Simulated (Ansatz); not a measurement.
# LiGeBr3 in Imma, a phase reached by a soft mode: a soft mode frozen in, part 3 of 3

Which phase does LiGeBr3 in Imma, a phase reached by a soft mode fall into along its unstable mode, and how much energy does it gain?

Ansatz 0.2.0; DFT LDA, scalar-relativistic, plane waves, PAW; PAW set soft_1.

So far. Step 5 (Energy along the mode, all amplitudes (two of the runs …): The lowest of the steps tried is at 0.08 Å, 1.06 meV/atom below the parent; the bottom of the well need not coincide with a step. Step 7 (The new phase in its own primitive cell): The largest force component left is 0.86 meV/Å and the pressure is 0.000 GPa, within the tolerances set. The cell now holds 29.45 Å³/atom.

The structure was built from a prototype and need not be the compound's stable phase.

In doubt: the program warns that the response may not be converged on this k-mesh (step 8), which bears on the force constants and all frequencies.

## 8. Modes of the new phase

A relaxed structure may still be a saddle point, so its zone-centre modes are computed. The response to a homogeneous field gives the Born charges and the dielectric tensor.

Contents of input.yaml:

```yaml
crystal:
  lattice:
    - [-3.6617785374, 3.8064318413, 5.2829488388]
    - [3.6617785374, -3.8064318413, 5.2829488388]
    - [3.6617785374, 3.8064318413, -5.2829488388]
  atoms:
    - { symbol: Li, position: [0.5005766136, 0.7480353606, 0.252541253] }
    - { symbol: Li, position: [0.4954941076, 0.2480353606, 0.747458747] }
    - { symbol: Ge, position: [0.4873469538, 0.9912368729, 0.9961100809] }
    - { symbol: Ge, position: [0.995126792, 0.4912368729, 0.0038899191] }
    - { symbol: Br, position: [0.3191622078, 0.8191622078, 0.5] }
    - { symbol: Br, position: [0.6765134106, 0.1765134106, 0.5] }
    - { symbol: Br, position: [0.6765134106, 0.6765134106, 0.0] }
    - { symbol: Br, position: [0.3191622078, 0.3191622078, 0.0] }
    - { symbol: Br, position: [0.1645731411, 0.7638072958, 0.9007658453] }
    - { symbol: Br, position: [0.8630414506, 0.2638072958, 0.0992341547] }
kpoints:
  mp_grid: { grid: [4, 4, 4] }
hamiltonian:
  xc: lda
  pseudopotentials: { kind: paw, azcp: { folder: soft_1 }, xc_functional: pbe }
scf:
  occupations: { method: fixed }
output:
  eigenvalues: true
phonons:
  method: dfpt
  dielectric: true
  rigid_motions: translations
```

Run with:

```sh
ansatz run input.yaml --threads 8 --pin off --max-ram 16384MiB --backend cpu --events-out ev --progress --plain --runs-dir out
```

Numbers of over 12 decimals in the logs are rounded to 6 here.

The program printed:

```text
[...]
Crystal: 10 atoms, lattice volume = 294.542 Å³
Basis set: ecut = 420 eV, 5785 PW (Γ), exchange–correlation on 100×100×100 points (8 copies of the dense FFT grid, shifted against one another)
Bands: 48, of which v1, the nominal top of the filled ones, is band 38 counted from 1 (37 counted from 0)
Symmetry: 4 space group operations
k-points: 36 of 64 (irreducible under 1 space group operation, time reversal used)
[...]
SCF iter   1: F=—  HF=-25008.464903 eV  |F-HF|=—  |Δ(HF+E_count)|=         —  Δρ=3.38e-2  dr2=5.00e0  ethr=3.10e-3  ⟨swp⟩=5.0  Hψ=5616  notcnv=0  defer=278
[...]
SCF iter  12: F=-25006.538910 eV  HF=-25006.538910 eV  |F-HF|=1.46e-11  |Δ(HF+E_count)|=  3.53e-10  Δρ=6.53e-8  dr2=1.74e-11  ethr=1.00e-12  ⟨swp⟩=18.8  Hψ=11862  notcnv=0
SCF 1 converged in 12 iterations: F = -25006.538910 eV  dr2 = 1.74e-11
[...]
NSCF: frozen V_eff on 4 k-points
[...]
Bands: 39, of which v1, the nominal top of the filled ones, is band 38 counted from 1 (37 counted from 0)
k-points: 94
[...]
Eigensolver: Dense (94 Hₖ)
SCF iter   1: F=—  HF=-25006.430305 eV  |F-HF|=—  |Δ(HF+E_count)|=         —  Δρ=2.46e-4  dr2=8.81e-5  ethr=1.00e-1
[...]
SCF iter   5: F=-25006.430331 eV  HF=-25006.430331 eV  |F-HF|=1.75e-8  |Δ(HF+E_count)|=   1.17e-7  Δρ=1.78e-6  dr2=2.66e-8  ethr=3.06e-10
SCF 1 converged in 5 iterations: F = -25006.430331 eV  dr2 = 2.66e-8
[...]
SCF converged after 12 iterations
Free energy (F): -25006.538910 eV
[...]
Internal energy: -25006.538910 eV  (E = F + TS)
E sigma→0 (E₀):  -25006.538910 eV
Fermi energy:    2.823903 eV
[...]
--- Band table (eV; the first three rows and the last of 36) ---
  k-point 0: bands = [... 34 lower, 0.9318, 1.0642, 1.1711, 2.8239, 3.7527, 4.3847, 4.3866, 6.1759, ... 6 higher]
  k-point 1: bands = [... 34 lower, 0.8311, 0.9091, 1.0981, 2.3584, 4.2996, 4.4707, 5.6981, 6.1040, ... 6 higher]
  k-point 2: bands = [... 34 lower, 0.6601, 0.8884, 1.3717, 2.1698, 4.4342, 4.4891, 4.9570, 7.1816, ... 6 higher]
  k-point 35: bands = [... 34 lower, 0.8741, 1.1121, 1.3113, 1.8455, 4.3335, 4.7269, 4.7624, 7.2320, ... 6 higher]
[...]
ASR residual: 7.789e-5 → 0.000e0 eV/Å²; symmetrization residual: 1.707e-6 eV/Å²
[...]
ε∞ (high-frequency dielectric tensor):
        5.747976    -0.000000    -0.000000
       -0.000000     5.928759    -0.000000
       -0.000000    -0.000000     5.723241
  ε⁰ (static dielectric tensor: ions relaxed, cell fixed):
       59.785572    -0.000000     0.000000
       -0.000000    59.144038     0.000000
        0.000000     0.000000    17.686431
  ε⁰ − ε∞ (ionic part):
       54.037596    -0.000000     0.000000
       -0.000000    53.215279     0.000000
        0.000000     0.000000    11.963190
[...]
Born effective charges Z* (e; rows j = field, columns β = displacement):
    site 0:
         1.35949   -0.00000   -0.00000
        -0.00000    0.64281    0.00761
        -0.00000   -0.06728    1.43564
    site 1:
         1.35949   -0.00000   -0.00000
        -0.00000    0.64281   -0.00761
        -0.00000    0.06728    1.43564
    site 2:
         4.22486   -0.00000   -0.00000
        -0.00000    4.37449   -1.90514
        -0.00000    0.21230    4.00152
    site 3:
         4.22486   -0.00000   -0.00000
        -0.00000    4.37449    1.90514
        -0.00000   -0.21230    4.00152
    site 4:
        -2.53240   -1.76519    0.00000
        -1.88981   -2.03404    0.00000
         0.00000    0.00000   -0.89607
    site 5:
        -2.59718   -1.86794    0.00000
        -1.99955   -2.21640    0.00000
         0.00000    0.00000   -0.68971
    site 6:
        -2.59718    1.86794    0.00000
         1.99955   -2.21640   -0.00000
         0.00000   -0.00000   -0.68971
    site 7:
        -2.53240    1.76519    0.00000
         1.88981   -2.03404   -0.00000
         0.00000   -0.00000   -0.89607
    site 8:
        -0.45477    0.00000    0.00000
        -0.00000   -0.76686   -0.12210
         0.00000   -0.42114   -3.85138
    site 9:
        -0.45477   -0.00000    0.00000
        -0.00000   -0.76686    0.12210
         0.00000    0.42114   -3.85138
  Z* charge neutrality: 8.551e-2 e pre-enforcement
  solved inside a basis spanned on kpoints, on 8×8×8 k-points transformed towards the longest dipole: ε∞ is read to err by 3.1e-2, Z* by 4.1e-2 e (field_mesh: kpoints solves on kpoints); Z* is corrected for what the basis lacks
  optical modes at Γ without the LO–TO term, one row a degenerate level:
      ω (cm⁻¹)  modes    IR ((D/Å)²/amu)
         22.19      1             0.3974
[...]
optical modes at Γ + LO–TO along q̂ = [1.0000, 0.0000, 0.0000]:
      ω (cm⁻¹)  modes    IR ((D/Å)²/amu)
[...]
optical modes at Γ + LO–TO along q̂ = [0.0000, 1.0000, 0.0000]:
      ω (cm⁻¹)  modes    IR ((D/Å)²/amu)
[...]
optical modes at Γ + LO–TO along q̂ = [0.0000, 0.0000, 1.0000]:
      ω (cm⁻¹)  modes    IR ((D/Å)²/amu)
[...]
131.88      1             0.0052
        136.52      1             0.0004
        139.42      1             0.0000
        148.89      1             0.1890
        173.28      1             1.0514
        182.31      1             0.8850
        204.79      1            14.7100
        210.16      1            12.9764
        226.98      1             1.3291
        264.59      1             0.0108
        265.60      1             0.0000
        337.03      1            19.2972
```

It took 3.6 min on 8 threads of Arm Neoverse V2, shared host; peak memory 2.9 GiB; 27 min of CPU time.

This step gave:

```
sum-rule residual before enforcement                    : 7.79e-5 eV/Å²
miss of the charge sum rule                             : 0.08551 e
estimated error of the dielectric tensor                : 0.03092
estimated error of the Born charges                     : 0.04107 e
point group                                             : mm2
highest optical mode at the zone centre (no LO-TO term) : 308.9 cm⁻¹
lowest optical zone-centre mode                         : 22.19 cm⁻¹
mean high-frequency dielectric constant                 : 5.8
largest Born charge (third of the trace)                : 4.200 e
mean static dielectric constant                         : 45.54
top of the zone-centre spectrum with the field          : 337.0 cm⁻¹
```

Patterns of degenerate modes are one choice out of their space. Modes at Γ, with each element's share of the kinetic energy:

```
mode  frequency (cm⁻¹)  symmetry  Li %  Ge %  Br %
   1               0.0  acoustic     2    23    75
   2               0.0  acoustic     2    23    75
   3               0.0  acoustic     2    23    75
   4              22.2        B1     0     1    99
   5              30.6        B1     1     5    94
   6              40.8        A2     0     0    99
   7              49.0        B1     0    68    32
   8              53.7        B2     1    69    31
   9              57.4        A1     1     3    96
  10              60.8        A1     1    31    68
  11              61.1        A2     0     0   100
  12              68.0        B2     1     5    93
  13              72.3        B2     0     9    91
  14              76.1        B1     0     3    97
  15              88.7        A2     1     1    98
  16              94.4        B2     5    31    65
  17             100.3        A1     3     0    97
  18             111.2        B2     2    12    86
  19             131.6        A1     9    75    15
  20             136.5        B1     0     0   100
  21             139.4        A2     0    99     1
  22             140.7        A1     7    53    40
  23             148.9        B2    18     7    75
  24             173.3        B2    39     3    57
  25             185.4        A1    89     3     8
  26             204.8        B1    96     0     4
  27             227.0        B2    36    40    24
  28             264.6        B2    96     0     3
  29             265.6        A2    98     0     2
  30             308.9        A1    87    12     1
```

Displacements in mode 4 (22.2 cm⁻¹), the largest set to 1:
```
Li1 -0.23  0.00  0.00
Li2 -0.23  0.00  0.00
Ge3 -0.14  0.00  0.00
Ge4 -0.14  0.00  0.00
Br5  0.51 -0.42  0.00
Br6 -0.86  1.00  0.00
Br7 -0.86 -1.00  0.00
Br8  0.51  0.42  0.00
Br9  0.50  0.00  0.00
Br10 0.50  0.00  0.00
```

Displacements in mode 5 (30.6 cm⁻¹), the largest set to 1:
```
Li1  0.56  0.00  0.00
Li2  0.56  0.00  0.00
Ge3 -0.35  0.00  0.00
Ge4 -0.35  0.00  0.00
Br5  0.74 -1.00  0.00
Br6  0.15 -0.40  0.00
Br7  0.15  0.40  0.00
Br8  0.74  1.00  0.00
Br9 -0.62  0.00  0.00
Br10-0.62  0.00  0.00
```

Optical modes at the zone centre, without and with the macroscopic field of the longitudinal modes; each column is sorted by frequency, so a row need not hold one and the same mode. Modes with and without the field, by row:

```csv
rank among optical modes,no field (cm⁻¹),"q along (1, 0, 0) (cm⁻¹)","q along (0, 1, 0) (cm⁻¹)","q along (0, 0, 1) (cm⁻¹)"
1,22.2,23.2,22.2,22.2
2,30.6,30.6,30.6,30.6
3,40.8,40.8,40.8,40.8
4,49,53.7,49,49
5,53.7,57.4,57.4,53.7
6,57.4,60.8,60.8,59.8
7,60.8,61.1,61.1,61.1
8,61.1,65,66.8,63.8
9,68,68,71.5,68
10,72.3,72.3,76.1,72.3
11,76.1,88.7,88.7,76.1
12,88.7,94.4,93.8,88.7
13,94.4,100.3,100.3,94.4
14,100.3,111.2,104,100.3
15,111.2,131.6,131.6,111.2
16,131.6,135.6,136.5,131.9
17,136.5,136.6,139.4,136.5
18,139.4,139.4,140.7,139.4
19,140.7,140.7,147.6,148.9
20,148.9,148.9,163.1,173.3
21,173.3,173.3,185.4,182.3
22,185.4,185.4,193.1,204.8
23,204.8,227,204.8,210.2
24,227,264.6,236.7,227
25,264.6,265.6,264.6,264.6
26,265.6,267.9,265.6,265.6
27,308.9,308.9,308.9,337
```

Born charge (rows field, columns displacement) (e), principal values of the symmetric part by kind of site:

| atom | atoms with these values | low | middle | high | mean |
| --- | --- | --- | --- | --- | --- |
| Li1 | 2 | 0.64 | 1.36 | 1.44 | 1.15 |
| Ge3 | 2 | 3.32 | 4.22 | 5.05 | 4.20 |
| Br5 | 2 | -4.13 | -0.90 | -0.44 | -1.82 |
| Br6 | 2 | -4.35 | -0.69 | -0.46 | -1.83 |
| Br9 | 2 | -3.88 | -0.74 | -0.45 | -1.69 |

In full for Li1:

```
 1.36  0.00  0.00
 0.00  0.64  0.01
 0.00 -0.07  1.44
```

High-frequency dielectric tensor:

```
5.75 0.00 0.00
0.00 5.93 0.00
0.00 0.00 5.72
```

Static dielectric tensor (ions relaxed, fixed cell):

```
59.79  0.00  0.00
 0.00 59.14  0.00
 0.00  0.00 17.69
```

Transverse modes. Lines of the infrared spectrum (strongest = 100):

```
position (cm⁻¹)  lines merged  relative intensity
             22             1                 1.9
             31             1                 0.1
             41             1                 0.0
             49             1                  57
             54             1                  91
             57             1                 6.1
             61             2                 1.2
             68             1                 7.1
             72             1                 5.8
             76             1                  41
             89             1                 0.0
             94             1                 1.2
            100             1                 0.0
            111             1                  15
            132             1                 3.7
            136             1                 0.0
            139             1                 0.0
            141             1                 100
            149             1                 0.9
            173             1                 5.1
            185             1                 3.8
            205             1                  72
            227             1                 6.5
            265             1                 0.1
            266             1                 0.0
            309             1                  48
```

Before it was imposed, the acoustic sum rule was missed by 7.8e-5 eV/Å² and the charge sum rule by 0.086 e. The charge miss is large and points to the mesh or the basis. The lowest optical mode is real, 22.2 cm⁻¹.

The log warns of the k mesh: “the force constants stand on the 4×4×4 k-mesh, whose period is 9.70 times the interband length at k = (0.0000, 0.0000, 0.0000), direct gap 0.929 eV, under 14: take them and everything formed from them as unconverged”.

## 9. The phases reached

The phases reached along the modes that were followed are set side by side.

Energies are those of the first relaxation, on the mesh of the frozen mode; space group, volume and gap are those of the last relaxation. Phases, by row:

```csv
mode frozen in,space group,energy from parent (meV/atom),volume (Å³/atom),gap on mesh (eV),lowest zone-centre optical mode (cm⁻¹),largest shift (Å)
parent,Imma,0,29.16,0.66,–,–
"q = (0, 0, 0), 75i cm⁻¹",Ima2,-1.99,29.45,0.929,22.2,0.155
```

## 10. Results

```
unstable mode of the parent                                                      : q = (0, 0, 0), 75i cm⁻¹
depth at the lowest point sampled                                                : 1.06 meV/atom
largest atomic shift at that point                                               : 0.08 Å
space group reached (within 0.01 Å)                                              : Ima2
energy gained over the parent (first relaxation, on the mesh of the frozen mode) : 1.99 meV/atom
volume per atom, phase reached                                                   : 29.5 Å³
gap on the k-mesh, phase reached                                                 : 0.929 eV
lowest optical zone-centre mode, phase reached                                   : 22.2 cm⁻¹
highest optical mode at the zone centre (no LO-TO term), phase reached           : 309 cm⁻¹
```

**Reading.** Along this mode the structure falls into Ima2, 1.99 meV/atom below the parent. At the parent's cell the well is 1.061 meV/atom deep on the steps tried, with its lowest point at a shift of 0.08 Å. Relaxing atoms and cell changes the gain by +0.93 meV/atom against the lowest step (energies at zero smearing). The new phase has no imaginary mode at the zone centre of its cell; other wavevectors were not checked. Each path keeps the symmetry of its pattern, so a lower phase may lie along a pattern not tried. With the field response the log warns that the k mesh is coarse for the force constants too, so the frequencies may not be converged. The PAW files were made for PBE and serve the other functionals too. The starting cell was built on a prototype and not taken from a measurement, so the phase need not exist.

[Logs are printed without paths, hosts, clocks, repeated set-up lines and the standing remarks that a program may print on its own settings, such as how far it seeks lower states.]

[Hosts, paths, dates, database ids (printed as entryN), source tags and the programs' standing remarks are cut or masked in the printed files.]
